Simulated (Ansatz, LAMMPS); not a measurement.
**Structural relaxation of amorphous polyisobutylene (as short chains C10H22), from a frame at 250 K (128 atoms)**

Wanted: the relaxed structure of amorphous polyisobutylene (as short chains C10H22), from a frame at 250 K (128 atoms) and its electronic structure.

Method: Kohn-Sham DFT, PBE+D3(BJ), PAW (set soft_2), plane waves, in Ansatz 0.2.0.

## (1) Starting point

The cell holds 128 atoms: 40 C and 88 H. Cell: a = 10.218 Å, b = 10.218 Å, c = 10.218 Å, α = 90.0°, β = 90.0°, γ = 90.0°. 4 polyisobutylene chains of 2 units with methyl end groups placed at random, at 0.886 g/cm³; overlaps pushed apart, then 20 ps at 800 K with MMFF94 bonds, angles, torsions, charges and radii (Halgren, J. Comput. Chem. 17, 490 (1996)) in harmonic and 12-6 forms. Snapshot after 30 ps at 250 K and fixed volume.

Limits known from the start: The network of contacts between molecules at the start is that of the classical potential that made the cell. The density was typed from a rule of thumb and may lie off the real one at this temperature. Sampling is at Γ alone, for a cell whose shortest periodic width is 10 Å.

## (2) Single point at the start

The forces at the start show how far the geometry lies from a minimum of this functional.

Contents of input.yaml:

```yaml
crystal:
  lattice:
    - [10.21753, 0.0, 0.0]
    - [0.0, 10.21753, 0.0]
    - [0.0, 0.0, 10.21753]
  atoms:
    - { symbol: C, position: [0.4974, 0.98751, 0.49956] }
    - { symbol: C, position: [0.45648, 0.0745, 0.38941] }
    - { symbol: C, position: [0.45827, 0.01002, 0.25652] }
    - { symbol: C, position: [0.36142, 0.89957, 0.23865] }
    [... 118 atom lines left out ...]
    - { symbol: H, position: [0.93436, 0.23025, 0.91499] }
    - { symbol: H, position: [0.91199, 0.05596, 0.96326] }
    - { symbol: H, position: [0.80418, 0.17629, 0.01371] }
    - { symbol: H, position: [0.73657, 0.92532, 0.89448] }
    - { symbol: H, position: [0.61677, 0.0414, 0.91072] }
    - { symbol: H, position: [0.64359, 0.97402, 0.75816] }
kpoints:
  mp_grid: { grid: [1, 1, 1] }
hamiltonian:
  xc: pbe
  dispersion: d3bj
scf:
  occupations: { method: gaussian, width: 0.05 }
output:
  forces: true
  stress: true
  populations: intrinsic
  dos:
    method: { smearing: { sigma: 0.08 } }
    de: 0.1
    projected: { site_lists: { C: [C], H: [H] } }
  eigenvalues: true
```

On the command line:

```bash
$ ansatz run input.yaml --threads 4 --pin off --max-ram 8192MiB --backend cpu --events-out ev --progress --plain --runs-dir out
```

It took 10 s on 4 threads of Arm Neoverse V1, shared host; peak memory 1.1 GiB; 39 s of CPU time.

Read from the output:

| Item | Value |
| --- | --- |
| free energy | -11459.4092 eV |
| free energy per atom | -89.5266 eV/atom |
| SCF cycles | 8 |
| pressure | 1.8 GPa |
| r.m.s. force component | 0.7074 eV/Å |
| longest force | 3.285 eV/Å |
| Fermi energy | 1.127 eV |
| gap (highest filled to lowest empty level) | 5.679 eV |

The r.m.s. force component of 0.71 eV/Å and the pressure of 1.8 GPa set the starting point.

Length of the force by element:

| element | coordination | atoms | mean length of the force (eV/Å) | spread | least | most |
| --- | --- | --- | --- | --- | --- | --- |
| C | all | 40 | 1.56 | 0.683 | 0.622 | 3.29 |
| H | all | 88 | 0.813 | 0.453 | 0.193 | 2.48 |

## (3) Relaxation

The atoms are relaxed in the fixed cell, aiming at the force tolerance of the input.

input.yaml, the sections that differ from step 2:

```yaml
output:
  forces: true
relax:
  f_tol: 0.05
  max_steps: 200
# crystal, kpoints, hamiltonian, scf: as in step 2
```

It took 89 s on 4 threads; peak memory 1.1 GiB; 5.6 min of CPU time.

The steps of the relaxation:

| step | energy less that of the first step (eV) | largest force component (eV/Å) |
| --- | --- | --- |
| 1 | 0.0000 | 2.9161 |
| 2 | -2.9519 | 1.1153 |
| 3 | -3.4507 | 0.2889 |
| 4 | -3.6038 | 0.0438 |
| 5 | -3.6038 | 0.0437 |
| 6 | -3.6643 | 0.2169 |
| 7 | -3.6973 | 0.2266 |
| 8 | -3.7168 | 0.1160 |
| 9 | -3.7293 | 0.0765 |
| 10 | -3.7379 | 0.0539 |
| 11 | -3.7452 | 0.0818 |
| 12 | -3.7496 | 0.0971 |
| 13 | -3.7536 | 0.0578 |
| 14 | -3.7572 | 0.0449 |
| 15 | -3.7597 | 0.0475 |
| 16 | -3.7613 | 0.0631 |
| 17 | -3.7626 | 0.0570 |
| 18 | -3.7641 | 0.0260 |
| 19 | -3.7641 | 0.0260 |

The atoms that moved most (Å):

| atom | dx | dy | dz | length |
| --- | --- | --- | --- | --- |
| H76 | -0.919 | 0.908 | 0.021 | 1.292 |
| H77 | -0.689 | 0.918 | -0.331 | 1.194 |
| C65 | -0.687 | 0.835 | -0.053 | 1.083 |
| H107 | 0.456 | -0.852 | -0.327 | 1.020 |
| H78 | -0.344 | 0.898 | -0.336 | 1.019 |
| H122 | 0.685 | -0.349 | 0.649 | 1.006 |
| H75 | -0.539 | 0.763 | 0.324 | 0.989 |
| H123 | 0.551 | -0.733 | 0.172 | 0.933 |

The relaxation changed the energy by -29.4 meV/atom, and atoms moved by 0.58 Å r.m.s., 1.3 Å at most.

## (4) Structure statistics after relaxation

Bonds before and after, by the cutoffs listed below:

| pair | bonds before | bonds after | mean before (Å) | mean after (Å) | spread before (Å) | spread after (Å) |
| --- | --- | --- | --- | --- | --- | --- |
| H-C | 88 | 88 | 1.097 | 1.099 | 0.026 | 0.002 |
| C-C | 36 | 36 | 1.532 | 1.541 | 0.026 | 0.009 |

Density 0.886 g/cm³, 8.334 Å³ an atom.

g(r), total and by pair (bins of 0.2 Å):

| r (Å) | total | H-H | H-C | C-C |
| --- | --- | --- | --- | --- |
| 1.00 | 3.00 | 0.00 | 7.00 | 0.00 |
| 1.20 | 0.86 | 0.00 | 2.00 | 0.00 |
| 1.40 | 0.00 | 0.00 | 0.00 | 0.00 |
| 1.60 | 0.79 | 0.00 | 0.00 | 8.05 |
| 1.80 | 1.31 | 2.79 | 0.00 | 0.00 |
| 2.00 | 0.07 | 0.16 | 0.00 | 0.00 |
| 2.20 | 1.33 | 0.40 | 2.65 | 0.00 |
| 2.40 | 0.93 | 1.54 | 0.04 | 1.91 |
| 2.60 | 1.25 | 1.20 | 1.03 | 2.42 |
| 2.80 | 1.23 | 0.83 | 1.89 | 0.28 |
| 3.00 | 0.93 | 1.10 | 0.92 | 0.17 |
| 3.20 | 0.83 | 0.97 | 0.63 | 1.03 |
| 3.40 | 1.01 | 0.67 | 1.51 | 0.41 |
| 3.60 | 0.87 | 1.04 | 0.84 | 0.20 |
| 3.80 | 1.07 | 1.48 | 0.72 | 0.58 |
| 4.00 | 0.94 | 1.11 | 0.78 | 0.87 |
| 4.20 | 0.95 | 0.98 | 1.00 | 0.60 |
| 4.40 | 0.95 | 0.97 | 0.98 | 0.74 |
| 4.60 | 0.89 | 0.76 | 1.00 | 1.05 |
| 4.80 | 1.03 | 0.96 | 1.10 | 1.01 |
| 5.00 | 1.04 | 1.01 | 1.10 | 0.92 |

Bonds by pair of elements; cutoffs follow the first minimum of g(r), held within bounds set by covalent radii, and pairs that aren't listed don't count as bonded:

| pair A-B | cutoff (Å) | bonds | mean length (Å) | spread (Å) | shortest (Å) | B about A | A about B |
| --- | --- | --- | --- | --- | --- | --- | --- |
| H-C | 1.34 | 88 | 1.10 | 0.002 | 1.09 | 1 | 2.2 |
| C-C | 1.85 | 36 | 1.54 | 0.009 | 1.52 | 1.8 | 1.8 |

How many atoms have how many bonded neighbours:

| element | mean | 1 | 4 |
| --- | --- | --- | --- |
| C | 4 | 0 | 40 |
| H | 1 | 88 | 0 |

Bond angles, per cent of each kind in bins of 5°:

| angle (°) | C-C-H | H-C-H | C-C-C |
| --- | --- | --- | --- |
| 100–105 | 0.0 | 1.2 | 0.0 |
| 105–110 | 37.5 | 98.8 | 53.6 |
| 110–115 | 62.5 | 0.0 | 32.1 |
| 115–120 | 0.0 | 0.0 | 7.1 |
| 120–125 | 0.0 | 0.0 | 5.4 |
| 125–130 | 0.0 | 0.0 | 1.8 |

Bond angles (no mean is given where the spread exceeds 20°):

| angle | count | mean (°) | spread (°) |
| --- | --- | --- | --- |
| C-C-H | 104 | 110 | 2 |
| H-C-H | 80 | 107 | 0.7 |
| C-C-C | 56 | 111 | 4.9 |

Counting bonds as in the table, all C atoms have 4 and all H atoms have 1 bonded neighbour. The C-C-H angle averages 110° with a spread of 2°.

## (5) Single point at the relaxed geometry

One more single point at the end of the walk gives the fuller output and checks the residual forces.

Contents of input.yaml:

```yaml
crystal:
  lattice:
    - [10.21753, 0.0, 0.0]
    - [0.0, 10.21753, 0.0]
    - [0.0, 0.0, 10.21753]
  atoms:
    - { symbol: C, position: [0.52266, 0.02566, 0.50643] }
    - { symbol: C, position: [0.47429, 0.09551, 0.38345] }
    - { symbol: C, position: [0.47578, 0.01463, 0.25582] }
    - { symbol: C, position: [0.38771, 0.89324, 0.26861] }
    [... 118 atom lines left out ...]
    - { symbol: H, position: [0.98829, 0.15847, 0.93178] }
    - { symbol: H, position: [0.95208, 0.98997, 0.9544] }
    - { symbol: H, position: [0.85117, 0.10957, 0.02717] }
    - { symbol: H, position: [0.75405, 0.88744, 0.8483] }
    - { symbol: H, position: [0.65062, 0.00829, 0.91656] }
    - { symbol: H, position: [0.65048, 0.98093, 0.74525] }
kpoints:
  mp_grid: { grid: [1, 1, 1] }
hamiltonian:
  xc: pbe
  dispersion: d3bj
scf:
  occupations: { method: gaussian, width: 0.05 }
output:
  forces: true
  stress: true
  populations: true
  dos:
    method: { smearing: { sigma: 0.08 } }
    de: 0.1
    projected: { site_lists: { C: [C], H: [H] } }
  eigenvalues: true
  write_density: true
  write_potential: true
  volumetric_format: npy
  elf: true
```

The job ended after 11 s (4 threads; peak memory 1.1 GiB; 41 s of CPU time).

The program notes that the exchange-correlation potential is rough where the density is thin.

The run gave:

```yaml
free_energy: -11463.1733 eV
free_energy_per_atom: -89.5560 eV/atom
scf_cycles: 8
pressure: -0.03873 GPa
r_m_s_force_component: 0.00541 eV/Å
longest_force: 0.03332 eV/Å
fermi_energy: 1.07 eV
spacing_of_highest_filled_and_lowest_empty_level: 5.893 eV
spilling_of_the_projection: 0.01068
```

Löwdin charges by element (they lack the spilled electrons, 0.021 e an atom on average):

| element | coordination | atoms | mean charge (e) | spread | least | most |
| --- | --- | --- | --- | --- | --- | --- |
| C | all | 40 | -0.305 | 0.211 | -0.456 | 0.0999 |
| H | all | 88 | 0.169 | 0.0061 | 0.154 | 0.186 |

Density of states as counts of states in windows of 1 eV (from the Fermi level), total and the larger projections:

| from (eV) | to (eV) | total | C p | H s | C s |
| --- | --- | --- | --- | --- | --- |
| -14 | -13 | 12.5 | 2.3 | 4.0 | 6.0 |
| -13 | -12 | 19.5 | 3.5 | 6.2 | 9.6 |
| -12 | -11 | 8.0 | 2.0 | 2.6 | 3.3 |
| -11 | -10 | 0.0 | 0.0 | 0.0 | 0.0 |
| -10 | -9 | 8.5 | 3.9 | 2.0 | 2.4 |
| -9 | -8 | 7.5 | 3.7 | 2.1 | 1.7 |
| -8 | -7 | 24.8 | 17.5 | 6.3 | 0.5 |
| -7 | -6 | 31.5 | 21.4 | 9.2 | 0.5 |
| -6 | -5 | 33.4 | 21.1 | 11.7 | 0.3 |
| -5 | -4 | 40.1 | 25.1 | 14.5 | 0.2 |
| -4 | -3 | 34.6 | 25.2 | 8.7 | 0.5 |
| -3 | -2 | 3.7 | 2.9 | 0.8 | 0.1 |
| -2 | 2 | 0.0 | 0.0 | 0.0 | 0.0 |
| 2 | 3 | 1.8 | 0.1 | 0.8 | 0.5 |
| 3 | 4 | 4.7 | 0.6 | 1.8 | 0.8 |
| 4 | 5 | 23.9 | 4.4 | 9.1 | 3.1 |

The curve was stored every 0.100 eV, coarse against its broadening of 0.08 eV, so these counts are rough.

Between -17 and -14 eV lie 24 more states.

The levels nearest the highest filled one (over half full), pooled over k-points and spins:

| level less the highest filled one (eV) | occupation |
| --- | --- |
| -0.351 | 2 |
| -0.315 | 2 |
| -0.103 | 2 |
| -0.0602 | 2 |
| -0.0254 | 2 |
| 0 | 2 |
| 5.89 | 0 |
| 6.75 | 0 |
| 6.82 | 0 |
| 7.01 | 0 |
| 7.09 | 0 |
| 7.11 | 0 |

Mean Löwdin charges: C -0.31, H +0.17 e (they miss 1.1 % of the electrons, so they add up to more than the cell's charge). The largest share in the top eV of filled states is C p (74 % of the projected weight), and in the lowest eV of empty states H s (55 % of the projected weight).

## (6) Outcome

```
energy change in the relaxation                      : -29.41 meV/atom
r.m.s. displacement                                  : 0.576 Å
largest displacement                                 : 1.292 Å
free energy per atom                                 : -89.5560 eV/atom
pressure                                             : -0.03873 GPa
r.m.s. force component                               : 0.00541 eV/Å
gap (highest filled to lowest empty level)     : 5.893 eV
wall time of the 4 DFT runs, those left out included : 2 min
```

Relaxation lowers the energy by 29.4 meV/atom and moves atoms by 0.58 Å r.m.s.; the r.m.s. force component goes from 0.71 to 0.0054 eV/Å, the pressure goes from 1.8 to -0.039 GPa, and the gap from 5.68 to 5.89 eV. By the final cutoffs no bond was broken or made. From the first step to the last the energy fell by 3.764 eV, and the largest move was 1.29 Å (H76). The C-C bonds change most in mean length: from 1.532 Å (spread 0.026) to 1.541 Å (spread 0.009). Counting bonds as in the table, all C atoms have 4 and all H atoms have 1 bonded neighbour. Between filled and empty levels lie 5.89 eV (at Γ alone); a semilocal functional tends to put such gaps too low. In a disordered cell it changes from sample to sample, and tail or defect levels can set it.

What to keep in mind: The network of contacts between molecules at the start is that of the classical potential that made the cell; in DFT atoms moved by 0.58 Å r.m.s.

[Logs are printed without paths, hosts, clocks, repeated set-up lines and the standing remarks that a program may print on its own settings, such as how far it seeks lower states.]

[Hosts, paths, dates, database ids (printed as entryN), source tags and the programs' standing remarks are cut or masked in the printed files.]

[The MMFF94 radii named for the starting cell were scaled by 0.96; in molecules described by MMFF94, hydrogen bound to N, O or S took a small fixed 12-6 site in their place.]
